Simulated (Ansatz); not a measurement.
In doubt: one-shot GW on d or f shells is unsure, so the values of those runs are not to be relied on.

Rows from a G0W0 calculation on O vacancy (charge +2) in CeO2 (23-atom cell) (Ansatz 0.2.0; G0W0 on PBEsol, plane waves, PAW; PAW set soft_1; 2×2×2 mesh, 376 empty bands, screening to 90 eV, PAW set soft_1 files), in eV. Spin-orbit coupling is left out.

```tsv
row	Σx	Σc	Vxc	Z
A	-23.50	-12.12	-37.75	0.56
B	-26.42	3.61	-23.45	0.67
C	-23.29	-11.64	-37.08	0.57
D	-26.18	3.89	-22.75	0.69
E	-26.27	3.82	-22.96	0.69
F	-23.21	-11.78	-37.10	0.56
```

Question: Which rows are filled states and which are empty ones, and how can one tell?

Filled: B, D and E. Empty: A, C and F. The sign of Σc tells: for a filled state bare exchange, which holds its interaction with itself, lies below Vxc (Σx − Vxc is -3.0 eV or lower here) and screening gives part back as a positive Σc. For an empty state Σx lies above Vxc (+13.8 eV or more) and the Coulomb hole leaves Σc negative.

[Paths, hosts, dates, memory and timing lines, banners, echoed tables and standing remarks are left out of the program output.]

[Logs are printed without paths, hosts, clocks, repeated set-up lines and the standing remarks that a program may print on its own settings, such as how far it seeks lower states.]

[Runs of the session that timed out or met a known fault of the program may be left out.]

[Cells called generated may have been cut or substituted from an entry of the Crystallography Open Database or the Materials Project.]

[Hosts, paths, dates, database ids (printed as entryN), source tags and the programs' standing remarks are cut or masked in the printed files.]
